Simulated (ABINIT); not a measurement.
# Calculated records

```xyz
3
Lattice="4.366 0.000 0.000 -2.183 3.781 0.000 0.000 0.000 4.954" Properties=species:S:1:pos:R:3 pbc="T T T" subject="Selenium (P3_121, 3 atoms a cell): one start, several treatments of the self-energy" method="RPA screening on PBE, plane waves, norm-conserving pseudopotentials (and 3 further levels or steps)" program="ABINIT 10.8.3" settings="cutoff 39 Ha, PseudoDojo scalar-relativistic 0.4.1 standard, norm-conserving, ngkpt (3, 3, 2), nband 137, ecuteps 5.6 Ha, gwcalctyp 1, nfreqim 16, inclvkb 2, shiftk (0, 0, 0), symchi 1, awtr 1, frequency ac, 3×3×2 k-mesh" cost="9 runs, 7.3 min in all on 4 MPI ranks of Intel Xeon 6975P-C (Granite Rapids), shared host" notes="The program’s warnings: nkpt*nsppol () is not a multiple of nproc spkpt (). The cell and positions come from the Crystallography Open Database and are kept as given unless a step says otherwise. Limits: no spin-orbit coupling. The 3×3×2 mesh is coarse for this cell, which bears on the long-range parts of exchange and screening. The norm-conserving file of at least one element keeps a d shell over frozen s and p shells of the same row. Exchange with those shells is missing from the self-energy, an error of 0.3 to 0.9 eV in cases checked, whose sign depends on which edge lies on those atoms." g0w0_godby_needs_plasmon_pole="1.999 eV" g0w0_hybertsen_louie_plasmon_pole="2.081 eV" g0w0_von_der_linden_horsch_plasmon_pole="2.110 eV" g0w0_engel_farid_plasmon_pole="2.014 eV" one_shot_hartree_fock="7.497 eV" g0w0_analytic_continuation="1.729 eV" known_limits="short of the basis limit; exchange with frozen shells missing; no spin-orbit coupling; coarse k mesh"
Se    0.984    0.000    1.651
Se   -0.492    0.852    3.302
Se    1.691    2.929    0.000
```

[Long decimals in the printed logs are rounded to 6 places.]

[Logs are printed without paths, hosts, clocks, repeated set-up lines and the standing remarks that a program may print on its own settings, such as how far it seeks lower states.]

[Paths, hosts, dates, memory and timing lines, banners, echoed tables and standing remarks are left out of the program output; an Ansatz launch command may be rebuilt from the run's recorded settings. Measured values are a selection of at most five: reports struck by readers or far from the other reports are left out. None is set beside runs whose start may be inverted or whose files or cutoffs have a known fault.]

[Runs of the session that timed out or met a known fault of the program may be left out.]

[Hosts, paths, dates, database ids (printed as entryN), source tags and the programs' standing remarks are cut or masked in the printed files.]

[G0W0 gaps are taken among the corrected bands and points alone; a level outside them can change the order at an edge.]

[Where Ansatz stands beside ABINIT at settings called matched, ABINIT's density can come from a denser mesh and the files from another edition; pairs whose starting gaps differed by over 0.03 eV were left out, so agreement reads better than it is.]
